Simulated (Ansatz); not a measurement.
# La on Cu(110): change of the work function, part 3 of 3

Aim: the work function of Cu(110) at several coverages of La (hollow site), and the dipole that each adsorbate carries.

Ansatz 0.2.0; plane-wave DFT, PBE, Ansatz PAW.

So far, work function, upper face (eV): step 2 (the clean slab) 4.43; step 3 (37 atoms, coverage 0.111 ML, cell 3x3) 2.91.

## 4. The covered slab, k-mesh 6×6×1, coverage 0.25 ML

System of this step: La/Cu(110). The cell holds 17 atoms: 16 Cu and 1 La. Its edges and angles: a = 7.220 Å, b = 5.105 Å, c = 24.498 Å, α = 90.0°, β = 90.0°, γ = 90.0°. Vacuum lies along c.

Another coverage, to see how the dipoles act on each other as their distance changes.

File input.yaml:

```yaml
crystal:
  lattice:
    - [7.22, 0.0, 0.0]
    - [0.0, 5.1053109602, 0.0]
    - [0.0, 0.0, 24.497804454]
  atoms:
    - { symbol: Cu, position: [0.25, 0.25, 0.3673798612] }
    - { symbol: Cu, position: [0.0, 0.0, 0.4194795399] }
    - { symbol: Cu, position: [0.25, 0.25, 0.4746831778] }
    - { symbol: Cu, position: [0.0, 0.0, 0.522293368] }
    - { symbol: Cu, position: [0.25, 0.75, 0.3673798612] }
    - { symbol: Cu, position: [0.0, 0.5, 0.4194795399] }
    - { symbol: Cu, position: [0.25, 0.75, 0.4746831778] }
    - { symbol: Cu, position: [0.0, 0.5, 0.522293368] }
    - { symbol: Cu, position: [0.75, 0.25, 0.3673798612] }
    - { symbol: Cu, position: [0.5, 0.0, 0.4194795399] }
    - { symbol: Cu, position: [0.75, 0.25, 0.4746831778] }
    - { symbol: Cu, position: [0.5, 0.0, 0.522293368] }
    - { symbol: Cu, position: [0.75, 0.75, 0.3673798612] }
    - { symbol: Cu, position: [0.5, 0.5, 0.4194795399] }
    - { symbol: Cu, position: [0.75, 0.75, 0.4746831778] }
    - { symbol: Cu, position: [0.5, 0.5, 0.522293368] }
    - { symbol: La, position: [0.25, 0.25, 0.6326201388] }
kpoints:
  mp_grid: { grid: [6, 6, 1] }
hamiltonian:
  xc: pbe
scf:
  occupations: { method: fermi_dirac, width: 0.1 }
  convergence: { dr2_threshold: 1.0e-08 }
efield:
  axis: 3
  dipole_correction: true
  ramp_position: 0.97
  ramp_width: 0.06
relax:
  f_tol: 0.02
  max_steps: 60
  constraints: [{ sites: [0, 1, 4, 5, 8, 9, 12, 13] }]
output:
  dos: { projected: true, e_range: [-8, 4] }
  write_potential: true
  write_density: true
  volumetric_format: npy
  elf: true
```

Started as:

```console
$ ansatz run input.yaml --threads 4 --pin off --max-ram 16384MiB --backend cpu --events-out ev --progress --plain --runs-dir out
```

Numbers of over 12 decimals in the logs are rounded to 6 here.

What it wrote:

```text
La: projections on atomic orbitals take those of the free atom [Kr 4d10] 4f0 5s2 5p6 5d1 6s2, of charge +0.00 (hamiltonian.pseudopotentials.projection_atoms); the dataset's partial waves leave at most 1.9e-5 of an orbital's norm unspanned inside its sphere
[...]
Crystal: 17 atoms, lattice volume = 902.998 Å³
Basis set: ecut = 420 eV, 17645 PW (Γ), exchange–correlation on 100×72×360 points (8 copies of the dense FFT grid, shifted against one another)
Bands: 189, of which v1, the nominal top of the filled ones, is band 158 counted from 1 (157 counted from 0)
Symmetry: 4 space group operations
[...]
k-points: 16 of 36
[...]
SCF iter   1: F=—  HF=-112245.252266 eV  |F-HF|=—  |Δ(HF+E_count)|=         —  Δρ=2.69e-2  dr2=3.55e1  ethr=1.77e-3  p=0.552 e·Å  D=1.11e-1 V/Å  ΔV_dip=-2.71 eV  dr2_dipole=1.02e1  V_vac-E_F(+/−)=1.99/4.70 eV  ⟨swp⟩=9.6  Hψ=13316  notcnv=0  defer=28
[...]
SCF iter  16: F=-112244.721654 eV  HF=-112244.721654 eV  |F-HF|=8.08e-8  |Δ(HF+E_count)|=   7.16e-9  Δρ=5.83e-7  dr2=3.44e-9  ethr=3.17e-12  p=0.390 e·Å  D=7.81e-2 V/Å  ΔV_dip=-1.91 eV  dr2_dipole=4.84e-11  V_vac-E_F(+/−)=2.53/4.45 eV  ⟨swp⟩=15.7  Hψ=21655  notcnv=0
SCF 1 converged in 16 iterations: F = -112244.721654 eV  dr2 = 3.44e-9
[...]
relax step   1: F+E_penalty+E_count = -112244.72165390 eV  Δ(F+E_penalty+E_count) = +0.000e0 eV  max|allowed force component| = 2.014e0 eV/Å  Δτ_max = 0.0000 Å  (16 SCF iters, accepted)
[...]
SCF iter  14: F=-112245.155430 eV  HF=-112245.155430 eV  |F-HF|=3.82e-8  |Δ(HF+E_count)|=   5.81e-8  Δρ=5.33e-7  dr2=2.99e-9  ethr=3.17e-12  p=0.406 e·Å  D=8.13e-2 V/Å  ΔV_dip=-1.99 eV  dr2_dipole=1.01e-13  V_vac-E_F(+/−)=2.44/4.44 eV  ⟨swp⟩=13.6  Hψ=20971  notcnv=0
SCF 2 converged in 14 iterations: F = -112245.155430 eV  dr2 = 2.99e-9
relax step   2: F+E_penalty+E_count = -112245.15542989 eV  Δ(F+E_penalty+E_count) = -4.338e-1 eV  max|allowed force component| = 2.021e0 eV/Å  Δτ_max = 0.1949 Å  (14 SCF iters, accepted)
SCF iter   1: F=—  HF=-112245.606339 eV  |F-HF|=—  |Δ(HF+E_count)|=         —  Δρ=2.71e-3  dr2=1.59e-1  ethr=5.39e-4  p=0.406 e·Å  D=8.13e-2 V/Å  ΔV_dip=-1.99 eV  dr2_dipole=1.38e-2  V_vac-E_F(+/−)=2.46/4.45 eV  ⟨swp⟩=4.8  Hψ=7142  notcnv=0  defer=78
[...]
SCF iter  15: F=-112245.583733 eV  HF=-112245.583733 eV  |F-HF|=2.17e-8  |Δ(HF+E_count)|=   1.40e-8  Δρ=5.50e-7  dr2=2.29e-9  ethr=3.17e-12  p=0.427 e·Å  D=8.56e-2 V/Å  ΔV_dip=-2.10 eV  dr2_dipole=1.15e-10  V_vac-E_F(+/−)=2.33/4.42 eV  ⟨swp⟩=12.1  Hψ=20729  notcnv=0
SCF 3 converged in 15 iterations: F = -112245.583733 eV  dr2 = 2.29e-9
relax step   3: F+E_penalty+E_count = -112245.58373344 eV  Δ(F+E_penalty+E_count) = -4.283e-1 eV  max|allowed force component| = 1.831e0 eV/Å  Δτ_max = 0.1943 Å  (15 SCF iters, accepted)
[...]
relax step   4: F+E_penalty+E_count = -112245.92577322 eV  Δ(F+E_penalty+E_count) = -3.420e-1 eV  max|allowed force component| = 1.356e0 eV/Å  Δτ_max = 0.1972 Å  (14 SCF iters, accepted)
[...]
relax step   5: F+E_penalty+E_count = -112246.14521096 eV  Δ(F+E_penalty+E_count) = -2.194e-1 eV  max|allowed force component| = 8.939e-1 eV/Å  Δτ_max = 0.2000 Å  (13 SCF iters, accepted)
[...]
relax step   6: F+E_penalty+E_count = -112246.28530235 eV  Δ(F+E_penalty+E_count) = -1.401e-1 eV  max|allowed force component| = 2.835e-1 eV/Å  Δτ_max = 0.2000 Å  (14 SCF iters, accepted)
[...]
relax step   7: F+E_penalty+E_count = -112246.30635807 eV  Δ(F+E_penalty+E_count) = -2.106e-2 eV  max|allowed force component| = 7.283e-2 eV/Å  Δτ_max = 0.1432 Å  (14 SCF iters, accepted)
SCF iter   1: F=—  HF=-112246.307309 eV  |F-HF|=—  |Δ(HF+E_count)|=         —  Δρ=3.68e-4  dr2=1.02e-3  ethr=3.89e-6  p=0.457 e·Å  D=9.17e-2 V/Å  ΔV_dip=-2.25 eV  dr2_dipole=4.45e-6  V_vac-E_F(+/−)=2.14/4.39 eV  ⟨swp⟩=2.9  Hψ=5540  notcnv=0  defer=91
[...]
SCF iter   9: F=-112246.306923 eV  HF=-112246.306923 eV  |F-HF|=2.73e-8  |Δ(HF+E_count)|=   8.19e-9  Δρ=7.35e-7  dr2=7.30e-9  ethr=3.17e-12  p=0.458 e·Å  D=9.19e-2 V/Å  ΔV_dip=-2.25 eV  dr2_dipole=9.27e-10  V_vac-E_F(+/−)=2.14/4.39 eV  ⟨swp⟩=11.1  Hψ=22495  notcnv=0
SCF 8 converged in 9 iterations: F = -112246.306923 eV  dr2 = 7.30e-9
relax step   8: F+E_penalty+E_count = -112246.30692273 eV  Δ(F+E_penalty+E_count) = -5.647e-4 eV  max|allowed force component| = 9.164e-3 eV/Å  Δτ_max = 0.0132 Å  (9 SCF iters, accepted)
[...]
WARN: The output density's exchange-correlation potential varies sharply where the density is thin. Do not read a vacuum level from v_tot or v_xc, or from such a field of the output density. On a cell that repeats whose density bears no net charge and no dipole along the vacuum's axis use v_es (v_loc + v_h of the components); under efield.dipole_correction with no amplitude use v_es + v_field, which holds any externa [...]
SCF converged after 9 iterations
Free energy (F): -112246.306923 eV
[...]
Internal energy: -112246.049233 eV  (E = F + TS)
E sigma→0 (E₀):  -112246.178078 eV
Entropy (-TS):   -0.257690 eV (-15.158 meV/atom)
Fermi energy:    1.565500 eV
Dipole field:    D = 0.091892 V/Å  (p = 0.458568 e·Å, saw-weighted, corrected)
Work function:   Φ+ = 2.1370 eV   Φ− = 4.3881 eV
[...]
--- Forces (eV/Å), atoms counted from 1 ---
  atom   1  Cu     0.00000000     0.00000000     0.34530033
  atom   2  Cu     0.28147917    -0.05583623    -0.37542352
  atom   3  Cu     0.00000000     0.00000000     0.00272099
  atom   4  Cu    -0.00486408    -0.00038433    -0.00219032
  atom   5  Cu     0.00000000     0.00000000     0.65428982
  atom   6  Cu     0.28147917     0.05583623    -0.37542352
  atom   7  Cu     0.00000000     0.00000000     0.00029100
  atom   8  Cu    -0.00486408     0.00038433    -0.00219032
  atom   9  Cu     0.00000000     0.00000000     0.28530350
  atom  10  Cu    -0.28147917    -0.05583623    -0.37542352
  atom  11  Cu     0.00000000     0.00000000     0.00079901
  atom  12  Cu     0.00486408    -0.00038433    -0.00219032
  atom  13  Cu     0.00000000     0.00000000     0.21282255
  atom  14  Cu    -0.28147917     0.05583623    -0.37542352
  atom  15  Cu     0.00000000     0.00000000    -0.00018565
  atom  16  Cu     0.00486408     0.00038433    -0.00219032
  atom  17  La     0.00000000     0.00000000     0.00916417
  max |Σ_I F_I| component: 5.04e-5 eV/Å
--- Band table (eV; the first three rows and the last of 16) ---
  k-point 0: bands = [... 154 lower, 0.5459, 1.4117, 1.5028, 1.8267, 1.8694, 2.0253, 2.1811, 2.2793, ... 27 higher]
  k-point 1: bands = [... 154 lower, 0.7263, 0.8863, 1.0257, 1.3684, 1.4238, 2.2422, 2.2886, 2.4413, ... 27 higher]
  k-point 2: bands = [... 154 lower, 0.7607, 0.8492, 0.9424, 1.2925, 1.3140, 2.1653, 2.2124, 2.3576, ... 27 higher]
  k-point 15: bands = [... 154 lower, 0.3976, 0.4612, 1.5908, 2.0593, 2.2975, 2.3471, 2.4669, 2.6148, ... 27 higher]
--- Relaxed structure (8 steps of the walk, 8 accepted, 0 SCFs on fresh bases) ---
  F+E_penalty+E_count = -112246.30692273 eV   max|allowed force component| = 9.164e-3 eV/Å
  atoms:
    - { symbol: Cu, position: [0.25, 0.25, 0.367380] }
    - { symbol: Cu, position: [0.0, 0.0, 0.4194795399] }
    - { symbol: Cu, position: [0.25, 0.25, 0.473159] }
    - { symbol: Cu, position: [-0.024264, -0.00222248, 0.524406] }
    - { symbol: Cu, position: [0.25, 0.75, 0.367380] }
    - { symbol: Cu, position: [0.0, 0.5, 0.4194795399] }
    - { symbol: Cu, position: [0.25, 0.75, 0.486941] }
    - { symbol: Cu, position: [-0.024264, 0.502222, 0.524406] }
    - { symbol: Cu, position: [0.750000, 0.25, 0.367380] }
    - { symbol: Cu, position: [0.5, 0.0, 0.4194795399] }
    - { symbol: Cu, position: [0.750000, 0.25, 0.470776] }
    - { symbol: Cu, position: [0.524264, -0.00222248, 0.524406] }
    - { symbol: Cu, position: [0.750000, 0.75, 0.367380] }
    - { symbol: Cu, position: [0.5, 0.5, 0.4194795399] }
    - { symbol: Cu, position: [0.750000, 0.75, 0.468588] }
    - { symbol: Cu, position: [0.524264, 0.502222, 0.524406] }
    - { symbol: La, position: [0.25, 0.25, 0.589239] }
```

Run time: 15 min. Hardware: 4 threads of Intel Xeon Platinum 8259CL at 2.50GHz (Skylake/Cascade Lake), shared host; peak memory 5 GiB.

The steps of the relaxation:

```csv
step,energy less that of the first step (eV),largest force component (eV/Å)
1,0.0000,2.0138
2,-0.4338,2.0206
3,-0.8621,1.8310
4,-1.2041,1.3561
5,-1.4236,0.8939
6,-1.5636,0.2835
7,-1.5847,0.0728
8,-1.5853,0.0092
```

The run keeps the 4 symmetry operations that it works with, so distortions that break them were not tested.

The atoms that moved most (Å):

```csv
atom,dx,dy,dz,length
La17,0.000,0.000,-1.063,1.063
Cu7,0.000,0.000,0.300,0.300
Cu16,0.175,0.011,0.052,0.183
Cu12,0.175,-0.011,0.052,0.183
Cu8,-0.175,0.011,0.052,0.183
Cu4,-0.175,-0.011,0.052,0.183
Cu15,0.000,0.000,-0.149,0.149
Cu11,0.000,0.000,-0.096,0.096
```

Final coordinates:

```xyz
17
Lattice="7.2200 0.0000 0.0000 0.0000 5.1053 0.0000 0.0000 0.0000 24.4978" Properties=species:S:1:pos:R:3
Cu    1.8050    1.2763    9.0000
Cu    0.0000    0.0000   10.2763
Cu    1.8050    1.2763   11.5914
Cu   -0.1752   -0.0113   12.8468
Cu    1.8050    3.8290    9.0000
Cu    0.0000    2.5527   10.2763
Cu    1.8050    3.8290   11.9290
Cu   -0.1752    2.5640   12.8468
Cu    5.4150    1.2763    9.0000
Cu    3.6100    0.0000   10.2763
Cu    5.4150    1.2763   11.5330
Cu    3.7852   -0.0113   12.8468
Cu    5.4150    3.8290    9.0000
Cu    3.6100    2.5527   10.2763
Cu    5.4150    3.8290   11.4794
Cu    3.7852    2.5640   12.8468
La    1.8050    1.2763   14.4351
```

This step gave:

| Item | Value |
| --- | --- |
| energy at zero smearing | -112246.1781 eV |
| work function, upper face | 2.137 eV |
| work function, lower face | 4.388 eV |
| dipole along the normal | 0.4586 e·Å |
| step between the vacuum levels | -2.251 eV |

Running mean over 1.276 Å of the planar mean; the ramp of the sawtooth is left out. Table of electron's electrostatic potential energy less the Fermi level by z:

```csv
z (Å),electron's electrostatic potential energy less the Fermi level (eV)
3,4.39
4,4.39
5,4.39
6,4.37
7,4.15
8,0.978
9,-7.47
10,-8.63
11,-8.10
12,-9.07
13,-7.95
14,-2.23
15,-0.799
16,1.54
17,2.04
18,2.12
19,2.13
20,2.14
21,2.14
```

The density of states has structure finer than the step of the table below, so its rows give means over 0.5 eV, whole bins alone (the curve runs from -8 to 1.98 eV). Peaks (eV: height): -2.95: 81.8, -2.68: 82.2, -2.41: 89.8, -1.89: 86.6, -1.74: 89.8, -1.59: 109, 1.14: 115.

The density of states by energy, zero at the Fermi level; means over each step:

```csv
energy (eV),density of states (states/eV a cell)
-7.5,1.38
-7.0,1.68
-6.5,2.05
-6.0,1.66
-5.5,4.57
-5.0,6.56
-4.5,17.4
-4.0,27.8
-3.5,37.8
-3.0,59.4
-2.5,59.8
-2.0,69.6
-1.5,50.7
-1.0,7.60
-0.5,5.95
0.0,8.19
0.5,8.65
1.0,35.8
1.5,11.1
```

Projected DOS per atom over height of the atomic layer and energy from the Fermi level. Layers: Cu4 Cu4 Cu4 Cu4 La from below.

Ten even steps from '_' (0.0 states/eV) to '@' (26.4 states/eV), each cell a mean:
```
__________
________@@
________--
________..
__________
__________
__________
..________
::......__
........__
........__
__..__..__
__________
__________
__________
__________
__________
__________
__________
__________
__________
__________
```
Columns: height of the atomic layer (Å) from 9 to 14.4 (not evenly spaced); rows upwards: energy from the Fermi level (eV) from -7.96 to 1.95.

Valence density in the ca plane at fractional y = 0.250, with atoms of Cu and La within 0.2 Å of it. It is the smooth field of the valence electrons, not physical close to the nuclei.

Ten steps, logarithmic in the rise over the least value, from '0' (0 e/Å³) to '9' (48 e/Å³), each cell a mean:
```
00000000000000000000000000000000000000000000
00000000000000000000000000000000000000000000
00000000232100123210000000000000000000000000
00000001576310257631000000000000000000000000
00000002798411279841000000000000000000000000
00000001576310257631000000000000000000000000
00000000232100123210000000000000000000000000
00000000000000000000000000000000000000000000
00000000000000000000000000000000000000000000
00000000000000000000000000000000000000000000
00000000000000000000000000000000000000000000
00000000111100011110001122100000000000000000
00000001354210135521012233210000000000000000
00000002698410259851012333320000000000000000
00000002698410259851012333320000000000000000
00000001354210135421012233210000000000000000
00000000011100011110001122100000000000000000
00000000000000000000000000000000000000000000
00000000000000000000000000000000000000000000
```
Columns run along c (16.0 Å, from fractional 0.23 to 0.88 of the cell), rows up along a (7.2 Å). Atoms in or near the plane, at fractional coordinates: Cu at (0.37, 0.25), Cu at (0.47, 0.25), Cu at (0.37, 0.75), Cu at (0.47, 0.75), La at (0.59, 0.25).

Electrostatic potential energy in the ca plane at fractional y = 0.250, with atoms of Cu and La within 0.2 Å of it. With pseudopotentials it is smooth inside the atoms' cores, unlike the true potential.

Ten even steps from '0' (-47 eV) to '9' (5 eV), each cell a mean:
```
99999999999999999999999999999999999999999999
99999999999999999999999999999999999999999999
99999998645899864589999999999999999999999999
99999996100489610048999999999999999999999999
99999985000388500038999999999999999999999999
99999996200489620048999999999999999999999999
99999998655899865589999999999999999999999999
99999999999999998999999999999999999999999999
99999999999999999999999999999999999999999999
99999999999999999999999999999999999999999999
99999999999999999999998888889999999999999999
99999999877899987789987544688999999999999999
99999997422699842258984100268999999999999999
99999995000389610027872042058899999999999999
99999995000389610027872042058899999999999999
99999997412699841258984100268999999999999999
99999999878999987889987544688999999999999999
99999999999999999999998888889999999999999999
99999999999999999999999999999999999999999999
```
Columns run along c (16.0 Å, from fractional 0.23 to 0.88 of the cell; values clipped at the 3rd and 97th percentile), rows up along a (7.2 Å). Atoms in or near the plane, at fractional coordinates: Cu at (0.37, 0.25), Cu at (0.47, 0.25), Cu at (0.37, 0.75), Cu at (0.47, 0.75), La at (0.59, 0.25).

ELF in the ca plane at fractional y = 0.250, with atoms of Cu and La within 0.2 Å of it. It is the smooth field of the valence electrons, not physical close to the nuclei.

Ten even steps from '0' (0.00) to '9' (0.85), each cell a mean:
```
00000011223322222233334431100000000000000000
00000111112233322233333332100000000000000000
00000111122223222223333221100000000000000000
00000111364222236422222211000000000000000000
00001112597222249722222110000000000000000000
00000111354222235422222211000000000000000000
00000111122223222223333222100000000000000000
00000111112233222223333332100000000000000000
00000011223322222233334431100000000000000000
00000011223322222223334321000000000000000000
00000011222332222233333233311000000000000000
00000111112233222123323688852100000000000000
00000111233222223322227878984100000000000000
00000112486222138732249613895100000000000000
00000112486222138732249613895100000000000000
00000111233222223322227878984100000000000000
00000111112233221123323688852100000000000000
00000011222332222233332233210000000000000000
00000011223322222223334311000000000000000000
```
Columns run along c (16.0 Å, from fractional 0.23 to 0.88 of the cell), rows up along a (7.2 Å). Atoms in or near the plane, at fractional coordinates: Cu at (0.37, 0.25), Cu at (0.47, 0.25), Cu at (0.37, 0.75), Cu at (0.47, 0.75), La at (0.59, 0.25).

The relaxation took 8 steps and lowered the energy by 1.6 eV; the largest force on the free atoms ends at 0.0092 eV/Å.

By hand: a sheet of dipoles makes a step −p/(ε₀A) in the electron's potential. With e/ε₀ = 180.95 V·Å, p = 0.4586 e·Å and A = 36.86 Å², that is −180.95 × (0.4586) / 36.86 = -2.251 eV, and the two vacuum levels of the run differ by -2.251 eV.

The covered face has 2.14 eV, -2.30 eV against the clean one; the bare back face has moved by -0.04 eV, a measure of how thin the slab is.

## 5. Work function against coverage

This step: plane-wave DFT, PBE, Ansatz PAW; work function against coverage (Ansatz 0.2.0).

The runs are now put side by side.

This step gave:

```
work function of the clean face     : 4.434 eV
largest change of the work function : -2.297 eV
```

The work function of the covered face by coverage:

```csv
coverage (adsorbates/nm²),work function of the covered face (eV)
0.00,4.43
1.21,2.91
2.71,2.14
```

The dipole per adsorbate comes from the change of the cell's dipole. Coverage, by row:

```csv
coverage (1/nm²),coverage (ML),work function (eV),change (eV),"dipole per adsorbate, positive end outwards (debye)",mean height of the added atoms over the highest substrate atom (Å)
1.206,0.1111,2.912,-1.522,3.349,1.638
2.713,0.25,2.137,-2.297,2.21,1.588
```

## 6. Summary of results

| Item | Value |
| --- | --- |
| work function of the clean face | 4.43 eV |
| work function at 0.11 ML | 2.91 eV |
| work function at 0.25 ML | 2.14 eV |
| dipole per adsorbate at 0.11 ML, positive end outwards | 3.35 D |

La lowers the work function of Cu(110) at the lowest coverage, by 1.52 eV: the adsorbate layer has its positive end outwards. The slab has 4 layers, at the tabulated experimental lattice constant, one starting site was run, and quantum-size effects of a slab this thin can reach one or two tenths of an eV. The main runs have no spin polarisation; a magnetic state could lie lower and would change these results.

[Logs are printed without paths, hosts, clocks, repeated set-up lines and the standing remarks that a program may print on its own settings, such as how far it seeks lower states.]

[Hosts, paths, dates, database ids (printed as entryN), source tags and the programs' standing remarks are cut or masked in the printed files.]

[Maps of the electrostatic potential energy from Ansatz leave out the sawtooth potential of an applied field or a dipole correction, so their vacuum need not be flat; planar profiles and work functions include it.]
